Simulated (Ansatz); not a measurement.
## Sr2C (built on the sites of a database entry of Be2C): following an unstable mode

Wanted: the energy along a soft mode of Sr2C (built on the sites of a database entry of Be2C) and the structure at the end.

Method: DFT PBEsol, scalar-relativistic, plane waves, PAW, in Ansatz 0.2.0.

Most raw output is cut from this account.

The structure was built from a prototype and need not be the compound's stable phase.

### Step 1. The starting structure

The structure is cubic, space group Fm-3m (No. 225). Conventional cell: a = 6.616 Å, b = 6.616 Å, c = 6.616 Å, α = 90.00°, β = 90.00°, γ = 90.00°. Nearest to Sr lie 4 C at 2.86 Å. C has 8 Sr at 2.86 Å nearest. Farther neighbours are not listed.

As a file:

```cif
data_structure
_symmetry_space_group_name_H-M 'P 1'
_symmetry_Int_Tables_number 1
_cell_length_a 4.6779
_cell_length_b 4.6779
_cell_length_c 4.6779
_cell_angle_alpha 60.000
_cell_angle_beta 60.000
_cell_angle_gamma 60.000
_cell_volume 72.38
loop_
_atom_site_label
_atom_site_type_symbol
_atom_site_fract_x
_atom_site_fract_y
_atom_site_fract_z
_atom_site_occupancy
Sr1 Sr 0.25000 0.25000 0.25000 1
Sr2 Sr 0.75000 0.75000 0.75000 1
C3 C 0.00000 0.00000 0.00000 1
```

### Step 2. Phonons on a q mesh

The cell comes from relaxations at this level that are not shown. Stability and thermal properties need the whole zone. Linear response on a 2×2×2 q mesh gives force constants as far as a supercell of that size would.

File input.yaml:

```yaml
crystal:
  lattice:
    - [0.0, 3.3077591482, 3.3077591482]
    - [3.3077591482, 0.0, 3.3077591482]
    - [3.3077591482, 3.3077591482, 0.0]
  atoms:
    - { symbol: Sr, position: [0.25, 0.25, 0.25] }
    - { symbol: Sr, position: [0.75, 0.75, 0.75] }
    - { symbol: C, position: [0.0, 0.0, 0.0] }
kpoints:
  mp_grid: { grid: [10, 10, 10] }
hamiltonian:
  xc: pbesol
scf:
  occupations: { method: methfessel_paxton, width: 0.15 }
output:
  eigenvalues: true
phonons:
  method: dfpt
  qmesh: [2, 2, 2]
  temperatures: { t_max: 1000, t_step: 50 }
  qpath:
    path:
      - [[0.0, 0.0, 0.0], [0.5, 0.0, 0.5], [0.625, 0.25, 0.625]]
      - [[0.375, 0.375, 0.75], [0.0, 0.0, 0.0], [0.5, 0.5, 0.5], [0.5, 0.25, 0.75], [0.5, 0.0, 0.5]]
    npoints: 10
```

The run is started by

```console
$ ansatz run input.yaml --threads 4 --pin off --max-ram 7168MiB --backend cpu --events-out ev --progress --plain --runs-dir out
```

Run time: 35 s. Hardware: 4 threads of Arm Neoverse V2, shared host; peak memory 1 GiB; 2.3 min of CPU time.

Numbers from this step:

* volume per atom: 24.13 Å³
* gap on the k-mesh: 0 eV
* sum-rule residual before enforcement: 3.86e-5 eV/Å²
* lowest frequency on the path: -39.59 cm⁻¹
* point group: m-3m
* highest frequency on the path or at a solved wavevector: 328 cm⁻¹
* highest optical mode at the zone centre (no LO-TO term): 197.9 cm⁻¹
* lowest optical zone-centre mode: 127.6 cm⁻¹
* lowest mode on the q mesh (acoustic modes at Γ apart): -39.59 cm⁻¹

Frequencies (cm⁻¹) solved at each irreducible wavevector; negative means imaginary. Frequencies by wavevector, by row:

```tsv
q in reciprocal lattice units	star	mode 1	mode 2	mode 3	mode 4	mode 5	mode 6	mode 7	mode 8	mode 9
0 0 0	1	0	0	0	127.6	127.6	127.6	197.9	197.9	197.9
0 0 -0.5	4	96	99.6	99.6	116.4	116.4	125.9	191.1	191.1	319.1
0 -0.5 -0.5	3	-39.6	51.2	51.2	90.3	90.3	161.4	171.6	171.6	328
```

Interpolated from a 2×2×2 q mesh. The phonon branches at the labelled points (cm⁻¹):

```tsv
point	branch 1	branch 2	branch 3	branch 4	branch 5	branch 6	branch 7	branch 8	branch 9
Γ	0	0	0	128	128	128	198	198	198
halfway	31	31	89	118	127	127	189	189	278
X	-40	51	51	90	90	161	172	172	328
halfway	-33	56	57	99	107	160	170	184	320
U	-2	69	71	116	121	156	166	220	297
jump to K	-2	69	71	116	121	156	166	220	297
halfway	38	92	94	111	111	138	190	212	271
Γ	0	0	0	128	128	128	198	198	198
halfway	66	66	70	122	122	125	196	196	265
L	96	100	100	116	116	126	191	191	319
halfway	62	66	101	111	132	143	177	229	292
W	29	35	104	104	114	153	180	260	260
halfway	-27	48	72	102	114	158	176	194	311
X	-40	51	51	90	90	161	172	172	328
```

Symmetry leaves 3 wavevectors to solve. The lowest mode among them, the acoustic zeros apart, lies at q = (0, -0.5, -0.5) and is imaginary, 39.6i cm⁻¹, so the energy falls along it.

### Step 3. The mode frozen in, largest atomic shift 0 Å

The mode followed lies at q = (0, -0.5, -0.5) with frequency 39.6i cm⁻¹, the softest among the wavevectors solved. At small amplitude the distorted cell has space group no. 137 by a symmetry search on the positions. The undistorted cell that holds it gives the zero of energy on the same k mesh.

System of this step: Sr2C (built on the sites of a database entry of Be2C). The structure is cubic, space group Fm-3m (No. 225). The conventional cell has a = 6.616 Å, b = 6.616 Å, c = 6.616 Å, α = 90.00°, β = 90.00°, γ = 90.00°. Nearest to Sr lie 4 C at 2.86 Å. Nearest to C lie 8 Sr at 2.86 Å. Farther neighbours are not listed.

File input.yaml:

```yaml
crystal:
  lattice:
    - [0.0, -3.3077591482, -3.3077591482]
    - [0.0, 3.3077591482, -3.3077591482]
    - [6.6155182965, 0.0, 0.0]
  atoms:
    - { symbol: Sr, position: [0.0, 0.5, 0.75] }
    - { symbol: Sr, position: [0.5, 0.0, 0.25] }
    - { symbol: Sr, position: [0.0, 0.5, 0.25] }
    - { symbol: Sr, position: [0.5, 0.0, 0.75] }
    - { symbol: C, position: [0.5, 0.5, 0.5] }
    - { symbol: C, position: [0.0, 0.0, 0.0] }
kpoints:
  mp_grid: { grid: [8, 8, 6] }
hamiltonian:
  xc: pbesol
scf:
  occupations: { method: methfessel_paxton, width: 0.15 }
output:
  forces: true
  stress: true
  eigenvalues: true
```

Elapsed: 3.1 s, on 4 threads; peak memory 0.51 GiB; 11 s of CPU time.

This step gave:

- pressure: 0.01791 GPa
- energy from the undistorted cell: 0 meV/atom

The run ends at a pressure of 0.02 GPa.

### Step 4. The mode frozen in, largest atomic shift 0.32 Å

The atoms are moved along the unstable eigenvector, the largest shift by 0.32 Å, with the cell fixed.

File input.yaml:

```yaml
crystal:
  lattice:
    - [0.0, -3.3077591482, -3.3077591482]
    - [0.0, 3.3077591482, -3.3077591482]
    - [6.6155182965, 0.0, 0.0]
  atoms:
    - { symbol: Sr, position: [0.0, 0.5, 0.7016288844] }
    - { symbol: Sr, position: [0.5, 0.0, 0.2983711156] }
    - { symbol: Sr, position: [0.0, 0.5, 0.2016288844] }
    - { symbol: Sr, position: [0.5, 0.0, 0.7983711156] }
    - { symbol: C, position: [0.5, 0.5, 0.5] }
    - { symbol: C, position: [0.0, 0.0, 0.0] }
kpoints:
  mp_grid: { grid: [8, 8, 6] }
hamiltonian:
  xc: pbesol
scf:
  occupations: { method: methfessel_paxton, width: 0.15 }
output:
  forces: true
  stress: true
  eigenvalues: true
  write_density: true
  write_potential: true
  elf: true
  volumetric_format: npy
```

The job ended after 4 s (4 threads; peak memory 0.52 GiB).

Numbers from this step:

```
pressure                         : 1.228 GPa
energy from the undistorted cell : -10.21 meV/atom
```

The energy, extrapolated to zero smearing, is -10.21 meV/atom against the undistorted cell.

The run ends at a pressure of 1.23 GPa, with forces up to 0.023 eV/Å.

### Step 5. Energy along the mode, all amplitudes (two of the runs are shown above)

An imaginary frequency means negative curvature, so the energy should fall and then rise again as anharmonic terms take over.

This step gave:

```
depth at the lowest point sampled  : 10.21 meV/atom
largest atomic shift at that point : 0.32 Å
```

Energy from the parent against largest atomic shift:

```tsv
largest atomic shift (Å)	energy from the parent (meV/atom)
0.000	0
0.040	-0.276
0.080	-1.08
0.140	-3.12
0.220	-6.71
0.320	-10.2
0.450	-4.79
0.600	30.4
```

Displacement at unit largest shift by atom:

```tsv
atom	x (Å)	y (Å)	z (Å)	size
Sr1	-1.00	0.00	0.00	1.00
Sr2	1.00	0.00	0.00	1.00
Sr3	-1.00	0.00	0.00	1.00
Sr4	1.00	0.00	0.00	1.00
C5	0.00	0.00	0.00	0.00
C6	0.00	0.00	0.00	0.00
```

The lowest of the steps tried is at 0.32 Å, 10.2 meV/atom below the parent; the bottom of the well need not coincide with a step.

### Step 6. Relaxing from the distorted cell

Starting from the lowest point found, all atoms and the cell are let go, so that strain and other modes of the same symmetry can join in.

Edit input.yaml of step 4 so:

```diff
@@ -22,5 +22,6 @@
   eigenvalues: true
-  write_density: true
-  write_potential: true
-  elf: true
-  volumetric_format: npy
+relax:
+  adjacent_minimum: "off"
+  f_tol: 0.002
+  max_steps: 120
+  cell: { stress_tol: 0.03 }
```

Wall time 33 s (4 threads); peak memory 0.56 GiB; 2.1 min of CPU time.

Step by step:

```tsv
step	energy less that of the first step (eV)	largest force component (eV/Å)	pressure (GPa)	volume (Å³)
1	0.0000	0.0229	1.23	144.76
2	-0.0366	0.1397	-0.76	154.30
3	-0.0648	0.0236	-0.34	155.72
4	-0.0696	0.0265	0.18	155.20
5	-0.0697	0.0179	0.04	156.06
6	-0.0701	0.0074	0.00	155.54
7	-0.0702	0.0004	0.00	155.70
8*	-0.0778	0.0001	0.06	155.70
9	-0.0778	0.0003	0.01	156.29
10*	-0.0780	0.0003	0.01	156.29
```

Relaxation steps marked * repeat the geometry before them on a plane-wave basis chosen anew for their cell, so energy and pressure can jump there.

The run keeps the 16 symmetry operations that it works with, so distortions that break them were not tested.

```tsv
conventional cell, symmetrised	before	after	change
a (Å)	4.678	4.704	+0.6 %
b (Å)	4.678	4.704	+0.6 %
c (Å)	6.616	7.063	+6.8 %
volume (Å³/atom)	24.13	26.05	+8.0 %
```

The atoms that moved most (Å, as changes of fractional coordinates times the final cell):

```tsv
atom	dx	dy	dz	length
Sr2	0.189	0.000	0.000	0.189
Sr3	-0.189	0.000	0.000	0.189
Sr4	0.189	0.000	0.000	0.189
Sr1	-0.189	0.000	0.000	0.189
```

Final coordinates:

```cif
data_structure
_symmetry_space_group_name_H-M 'P 1'
_symmetry_Int_Tables_number 1
_cell_length_a 4.7041
_cell_length_b 4.7041
_cell_length_c 7.0631
_cell_angle_alpha 90.000
_cell_angle_beta 90.000
_cell_angle_gamma 90.000
_cell_volume 156.29
loop_
_atom_site_label
_atom_site_type_symbol
_atom_site_fract_x
_atom_site_fract_y
_atom_site_fract_z
_atom_site_occupancy
Sr1 Sr 0.00000 0.50000 0.67493 1
Sr2 Sr 0.50000 0.00000 0.32507 1
Sr3 Sr 0.00000 0.50000 0.17493 1
Sr4 Sr 0.50000 0.00000 0.82507 1
C5 C 0.50000 0.50000 0.50000 1
C6 C 0.00000 0.00000 0.00000 1
```

This step gave:

```yaml
pressure: 0.005803 GPa
volume_per_atom: 26.05 Å³
```

The distorted start has space group P4_2/nmc; the relaxation ends in P4_2/nmc.

### Step 7. The new phase in its own primitive cell

The relaxed structure is symmetrised, reduced to its primitive cell and relaxed tightly, as its phonons need.

input.yaml, the sections that differ from step 6:

```yaml
crystal:
  lattice:
    - [4.7040577191, 0.0, 0.0]
    - [0.0, 4.7040577191, 0.0]
    - [0.0, 0.0, 7.0630667853]
  atoms:
    - { symbol: Sr, position: [0.0, 0.5, 0.6749308936] }
    - { symbol: Sr, position: [0.5, 0.0, 0.3250691064] }
    - { symbol: Sr, position: [0.0, 0.5, 0.1749308936] }
    - { symbol: Sr, position: [0.5, 0.0, 0.8250691064] }
    - { symbol: C, position: [0.5, 0.5, 0.5] }
    - { symbol: C, position: [0.0, 0.0, 0.0] }
relax:
  adjacent_minimum: "off"
  f_tol: 0.001
  max_steps: 60
  cell: { stress_tol: 0.01 }
# kpoints, hamiltonian, scf, output: as in step 6
```

Wall time 14 s (4 threads); peak memory 0.57 GiB; 55 s of CPU time.

Little changed from the start: no atom moved by 0.005 Å and no cell edge by 0.1 %.

Numbers from this step:

| Quantity | Value |
| --- | --- |
| pressure | 2.08e-4 GPa |

The largest force component left is 0.21 meV/Å and the pressure is 0.000 GPa, within the tolerances set. The cell now holds 26.05 Å³/atom.

### Step 8. Modes of the new phase, k-mesh 8×8×6

A relaxed structure may still be a saddle point, so its zone-centre modes are computed. No field response is asked, since the mesh shows no gap.

input.yaml, the sections that differ from step 7:

```yaml
crystal:
  lattice:
    - [4.7041515493, 0.0, 0.0]
    - [0.0, 4.7041515493, 0.0]
    - [0.0, 0.0, 7.0641027438]
  atoms:
    - { symbol: Sr, position: [0.0, 0.5, 0.6749213232] }
    - { symbol: Sr, position: [0.5, 0.0, 0.3250786768] }
    - { symbol: Sr, position: [0.0, 0.5, 0.1749213232] }
    - { symbol: Sr, position: [0.5, 0.0, 0.8250786768] }
    - { symbol: C, position: [0.5, 0.5, 0.5] }
    - { symbol: C, position: [0.0, 0.0, 0.0] }
output:
  eigenvalues: true
phonons:
  method: dfpt
# kpoints, hamiltonian, scf: as in step 7
# relax: removed
```

Run time: 57 s. Hardware: 4 threads; peak memory 1.6 GiB.

This step gave:

* sum-rule residual before enforcement: 2.53e-5 eV/Å²
* point group: 4/mmm
* highest optical mode at the zone centre (no LO-TO term): 341.5 cm⁻¹
* lowest optical zone-centre mode: -40.39 cm⁻¹

Patterns of degenerate modes are one choice out of their space. The modes at Γ (shares of kinetic energy by element, %) (negative means imaginary):

```tsv
mode	frequency (cm⁻¹)	symmetry	Sr %	C %
1	-40.4	Eu	92	8
2	-40.4	Eu	92	8
3	0.0	acoustic	94	6
4	0.0	acoustic	94	6
5	0.0	acoustic	94	6
6	81.3	A1g	100	0
7	86.9	Eg	93	7
8	86.9	Eg	93	7
9	103.5	B1g	91	9
10	152.1	Eg	95	5
11	152.1	Eg	95	5
12	155.5	B2u	100	0
13	217.3	A2u	6	94
14	276.2	Eg	12	88
15	276.2	Eg	12	88
16	285.0	Eu	15	85
17	285.0	Eu	15	85
18	341.5	B1g	9	91
```

Displacements in mode 2 (-40.4 cm⁻¹), the largest set to 1:
```
Sr1  0.01  0.93  0.00
Sr2 -0.01 -0.79  0.00
Sr3 -0.01 -0.79  0.00
Sr4  0.01  0.93  0.00
C5   0.02 -1.00  0.00
C6   0.02 -1.00  0.00
```

Displacements in mode 10 (152.1 cm⁻¹), the largest set to 1:
```
Sr1 -0.03 -0.48  0.00
Sr2  0.02  1.00  0.00
Sr3 -0.02 -1.00  0.00
Sr4  0.03  0.48  0.00
C5  -0.02  0.71  0.00
C6   0.02 -0.71  0.00
```

Before it was imposed, the acoustic sum rule was missed by 2.5e-5 eV/Å². Small misses are needed for a sound result but don't prove that mesh and cutoff are converged. The lowest optical mode is imaginary, 40.4i cm⁻¹, so the energy falls along it.

### Step 9. The phases reached

The phases reached along the modes that were followed are set side by side.

Energies are those of the first relaxation, on the mesh of the frozen mode; space group, volume and gap are those of the last relaxation. Phases, by row:

```tsv
mode frozen in	space group	energy from parent (meV/atom)	volume (Å³/atom)	gap on mesh (eV)	lowest zone-centre optical mode (cm⁻¹)	largest shift (Å)
parent	Fm-3m	0	24.13	0	–	–
q = (0, -0.5, -0.5), 40i cm⁻¹	P4_2/nmc	-23.16	26.05	0	-40.4	0.53
```

### Step 10. Summary of results

| Quantity | Value |
| --- | --- |
| unstable mode of the parent | q = (0, -0.5, -0.5), 40i cm⁻¹ |
| depth at the lowest point sampled | 10.2 meV/atom |
| largest atomic shift at that point | 0.32 Å |
| space group reached (within 0.01 Å) | P4_2/nmc |
| energy gained over the parent (first relaxation, on the mesh of the frozen mode) | 23.2 meV/atom |
| volume per atom, phase reached | 26.1 Å³ |
| lowest optical zone-centre mode, phase reached | -40.4 cm⁻¹ |
| highest optical mode at the zone centre (no LO-TO term), phase reached | 341 cm⁻¹ |

What this shows: Along this mode the structure falls into P4_2/nmc, 23.2 meV/atom below the parent. At the parent's cell the well is 10.21 meV/atom deep on the steps tried, with its lowest point at a shift of 0.32 Å. Relaxing atoms and cell changes the gain by +12.94 meV/atom against the lowest step (energies at zero smearing). The new phase still has an imaginary mode at the zone centre of its cell, so it is a saddle point on the way to a lower structure. Each path keeps the symmetry of its pattern, so a lower phase may lie along a pattern not tried. With no gap, or one that is small against the smearing, the frequencies hang on the k mesh and the smearing, most of all near Kohn anomalies. A phonon run warned that its eigensolver left some bands unconverged in a pass. The starting cell was built on a prototype and not taken from a measurement, so the phase need not exist.

[Logs are printed without paths, hosts, clocks, repeated set-up lines and the standing remarks that a program may print on its own settings, such as how far it seeks lower states.]

[Hosts, paths, dates, database ids (printed as entryN), source tags and the programs' standing remarks are cut or masked in the printed files.]
